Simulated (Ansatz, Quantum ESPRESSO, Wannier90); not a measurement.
# straight Au chain, spacing 2.60 Å: Wannier functions and conductance, part 5 of 5

How many channels does the wire offer, and does a small Wannier basis get them right? The wire: straight Au chain, spacing 2.60 Å.

Quantum ESPRESSO 7.5 and Wannier90 3.1.0; plane-wave DFT, PBE, GBRV ultrasoft pseudopotentials; cross-check by Ansatz 0.2.0 with PAW datasets.

So far. Step 2 (SCF with pw.x): The run needed 9 iterations to bring the estimated error under 1e-07 Ry. Step 6 (Localisation, bands and conductance): Bands and channels are those of the Wannier model: bands that were not projected, and all outside the frozen window, are missing or only approximate.

## 10. The same in Ansatz

A second code with its own PAW datasets, on the same atoms.

Level of this step: plane-wave DFT, PBE, Ansatz PAW (Ansatz 0.2.0).

System of this step: straight Au chain, spacing 2.60 Å, 2 periods. The cell holds 2 atoms: 2 Au. Cell: a = 8.000 Å, b = 8.000 Å, c = 5.200 Å, α = 90.0°, β = 90.0°, γ = 90.0°. Vacuum lies along a and b. The structure's axis is c.

The input, input.yaml:

```yaml
crystal:
  lattice:
    - [8.0, 0.0, 0.0]
    - [0.0, 8.0, 0.0]
    - [0.0, 0.0, 5.2]
  atoms:
    - { symbol: Au, position: [0.0, 0.0, 0.0] }
    - { symbol: Au, position: [0.0, 0.0, 0.5] }
kpoints:
  mp_grid: { grid: [1, 1, 14] }
hamiltonian:
  xc: pbe
scf:
  occupations: { method: fermi_dirac, width: 0.05 }
  convergence: { dr2_threshold: 1.0e-08 }
output:
  transmission:
    leads: [[0, 0]]
    e_range: [-4.0, 2.0]
    de: 0.05
    kmesh: [1, 1]
    reduced_basis: true
```

Run with:

```
$ ansatz run input.yaml --threads 2 --pin off --max-ram 4096MiB --backend cpu --events-out ev --progress --plain --runs-dir out
```

Numbers of over 12 decimals in the logs are rounded to 6 here.

What it wrote:

```text
Engine: ansatz 0.2.0, x86_64-unknown-linux-gnu
Pseudopotentials: kind: paw
Pseudopotential: Au, paw, valence charge 19, recommended cutoff 420 eV (normal), Au.paw.azcp
Functional definition: PBE
  parameter kappa = 0.804
  parameter beta = 0.066725
  exchange = pbe_x(kappa = kappa, mu = beta*pi^2/3)
  correlation = pbe_c(beta = beta)
Crystal: 2 atoms, lattice volume = 332.800 Å³
Basis set: ecut = 420 eV, 6489 PW (Γ)
Bands: 23, of which v1, the nominal top of the filled ones, is band 19 counted from 1 (18 counted from 0)
Symmetry: 32 space group operations
Space group: P4/mmm (ITA 123), of the structure as read, at distance tolerance 6.9e-5 Å
k-points: 8 of 14
Non-local potential: Au, projectors of the file, l = 0: 3, l = 1: 2, l = 2: 2, l = 3: 1
PAW form: soft (Blöchl's): semilocal exchange-correlation on the pseudo side does not see the compensation charge
PAW one-centre angular grid: Au, 590 points (default); XC on 64 Gauss nodes
Initial density: superposition of atomic densities (neutral atoms: chi_scale 0, normalization atom), corrected by the library's trained network
Initial wavefunctions: pseudopotential atomic-orbital guess
Functional: x = pbe(κ = 0.804, μ = 0.219515), c = pbe(β = 0.066725)
SCF iter   1: F=—  HF=-26295.703474 eV  |F-HF|=—  |Δ(HF+E_count)|=         —  Δρ=3.05e-3  dr2=3.55e-2  ethr=1.77e-3  ⟨swp⟩=6.4  Hψ=847  notcnv=0
preconditioner: auto → LDOS  [insulator: Δε(μ)=0.279 eV  Ē_g=6.272 eV  σ=0.050 eV  W_gap=0.77  n_scr=38 (ndim 8)  ℏωp=9.5 eV  f_vac=0.747  D(μ)=2.61/eV (n_scr^D=8)  ε∞_Penn≈3.3  β→1.0]
SCF iter   2: F=—  HF=-26295.701927 eV  |F-HF|=—  |Δ(HF+E_count)|=   1.55e-3  Δρ=2.46e-3  dr2=1.85e-2  ethr=9.33e-5  ⟨swp⟩=4.1  Hψ=469  notcnv=0
SCF iter   3: F=—  HF=-26295.699640 eV  |F-HF|=—  |Δ(HF+E_count)|=   2.29e-3  Δρ=4.07e-4  dr2=7.47e-4  ethr=4.87e-5  ⟨swp⟩=2.1  Hψ=305  notcnv=0
SCF iter   4: F=—  HF=-26295.699602 eV  |F-HF|=—  |Δ(HF+E_count)|=   3.73e-5  Δρ=5.67e-5  dr2=1.35e-5  ethr=1.97e-6  ⟨swp⟩=2.1  Hψ=289  notcnv=0
SCF iter   5: F=—  HF=-26295.699597 eV  |F-HF|=—  |Δ(HF+E_count)|=   5.74e-6  Δρ=1.03e-5  dr2=1.87e-7  ethr=3.56e-8  ⟨swp⟩=2.1  Hψ=286  notcnv=0
SCF iter   6: F=—  HF=-26295.699703 eV  |F-HF|=—  |Δ(HF+E_count)|=   1.06e-4  Δρ=1.58e-6  dr2=2.00e-9  ethr=2.63e-11  ⟨swp⟩=5.8  Hψ=678  notcnv=0
SCF iter   7: F=-26295.699703 eV  HF=-26295.699703 eV  |F-HF|=4.00e-11  |Δ(HF+E_count)|=   2.18e-9  Δρ=1.92e-7  dr2=5.83e-11  ethr=5.27e-12  ⟨swp⟩=1.0  Hψ=580  notcnv=0
SCF 1 converged in 7 iterations: F = -26295.699703 eV  dr2 = 5.83e-11
  greatest PAW one-centre occupation: 1.000 electrons in one spin orbital (limit 2), on the Au atom at site 1 (counted from 0), in its partial waves of l = 0
transmission: 7 of 42 steps passed
transmission: 14 of 42 steps passed
[...]
transmission: 42 of 42 steps passed
SCF converged after 7 iterations
Free energy (F): -26295.699703 eV
Harris-Foulkes:  -26295.699703 eV  (|F-HF|=4.00e-11)
Internal energy: -26295.673231 eV  (E = F + TS)
E sigma→0 (E₀):  -26295.686467 eV
Entropy (-TS):   -0.026471 eV (-13.236 meV/atom)
Fermi energy:    -3.818140 eV
--- Per-component energies (eV) ---
  E_band       = -1240.945906
  E_kinetic    = 1211.767056
  E_local      = -11829.701723  (includes V_loc(G=0)·N_el)
  E_nonlocal   = 150.494676
  E_hartree    = 5249.591558
  E_xc         = -451.937714
  E_vxc        = -544.283263  (∫ρ·V_xc dr)
  E_paw        = -19416.154755  (= ΣΔE_a)
  E_vpaw       = -728.409172  (= ΣTr[D̂ρ^β])
  E_aug_tail   = 0.002881  (compensation charges beyond the density's cutoff)
  E_ewald      = -1209.735209
  E_smearing   = -0.026471  (= −TS)
  E_closure    = 0.000000  (closes the sum)
  Σ components = -26295.699703   (vs F -26295.699703, Δ=0.00e0)
--- Band table (eV; the first three rows and the last of 8) ---
  k-point 0: bands = [... 15 lower, -4.6836, -3.9954, -3.8666, -3.8666, 0.4229, 0.4229, 0.9406, 2.0722]
  k-point 1: bands = [... 15 lower, -4.6907, -4.0246, -3.9206, -3.9206, 0.3718, 0.4799, 0.4799, 2.0994]
  k-point 2: bands = [... 15 lower, -4.7116, -4.1138, -4.0731, -4.0731, -0.5947, 0.6432, 0.6432, 2.1811]
  k-point 7: bands = [... 15 lower, -4.9602, -4.9593, -4.9593, -4.0274, -4.0274, 2.4557, 2.4557, 2.4557]
--- Transmission ---
  basis      : 561 plane waves across, 7 finite elements along
  points     : 1, standing for a mesh of 1 x 1
  energies   : 121 from -4.000000 to 2.000000 eV about the Fermi level, 0.050000 eV apart; the leads are filled to 0.000000 eV, and channels, transmission and decay are at 0.000000 eV
  crystal 0  : Au2, at the sites [0, 0], period 5.2000 Å: whole cells are its period
    offset         : up to 0.0000 Å between an atom of the period and one for which it stands
    channels       : 1.000000e0 a spin
    conductance    : none, the energies end too early or step too widely for 300 K: set another output.transmission.e_range or a lower de, or, where they end at an eighth of basis.ecutwfc, a higher one
```

Elapsed: 15 s, on 2 threads of AMD EPYC 9R45, shared host; peak memory 0.53 GiB.

Read from the output:

| Property | Result |
| --- | --- |
| free energy | -26295.6997 eV |
| energy at zero smearing | -26295.6865 eV |
| smearing term TS | 0.02647 eV |
| Fermi energy | -3.818 eV |
| symmetry operations | 32 |
| lead channels at the Fermi level, one spin | 1 |

Per spin. Open channels against energy, zero at the Fermi level:

energy (eV), open channels and a bar from the least value:
```
   -4.000       1.00 
   -3.800       1.00 
   -3.600       1.00 
   -3.400       1.00 
   -3.200       1.00 
   -3.000       1.00 
   -2.800       1.00 
   -2.600       3.00 ############
   -2.400       3.00 ############
   -2.200       3.00 ############
   -2.000       3.00 ############
   -1.800       3.00 ############
   -1.600       3.00 ############
   -1.400       5.00 ########################
   -1.200       5.00 ########################
   -1.000       6.00 ##############################
   -0.800       4.00 ##################
   -0.600       4.00 ##################
   -0.400       4.00 ##################
   -0.200       4.00 ##################
    0.000       1.00 
    0.200       1.00 
    0.400       1.00 
    0.600       1.00 
    0.800       1.00 
    1.000       1.00 
    1.200       1.00 
    1.400       1.00 
    1.600       1.00 
    1.800       1.00 
    2.000       1.00
```

## 11. By hand

1 channel × 77.48 µS = 77 µS, a two-terminal resistance of 12.906/1 = 12.91 kΩ whatever the wire's length, as long as nothing scatters.

## 12. Summary of results

```yaml
open_channels_at_the_fermi_level_per_spin: 1
total_spread: 7.19 Å²
gauge_invariant_spread: 6.95 Å²
largest_band_misfit_in_the_frozen_window: 0.0722 eV
channels_at_the_fermi_level_by_ansatz: 1
```

What this shows: The wire offers 1 channel per spin at the Fermi level. Between -4 and 1.5 eV the channel count from Wannier functions equals that from Ansatz's layer matching at 93 % of the energies; outside the frozen window the Wannier bands are not held to the plane-wave ones. A band edge of the lead lies within 0.06 eV of the Fermi level, so the channel count there hangs on small shifts and on temperature. The interpolated bands miss plane-wave levels by up to 0.07 eV between mesh points, so steps of the conductance can sit that far off. The wire is perfect, so the conductance only counts bands: each channel, with its partner of the other spin, carries G₀ = 2e²/h. It was run without spin polarisation, which was not tested. Spin-orbit coupling is left out; depending on the atoms that carry the levels of interest, it can split and shift them by tenths of an eV to an eV or more.

[Logs are printed without paths, hosts, clocks, repeated set-up lines and the standing remarks that a program may print on its own settings, such as how far it seeks lower states.]

[Hosts, paths, dates, database ids (printed as entryN), source tags and the programs' standing remarks are cut or masked in the printed files.]

[Maps of the electrostatic potential energy from Ansatz leave out the sawtooth potential of an applied field or a dipole correction, so their vacuum need not be flat; planar profiles and work functions include it.]
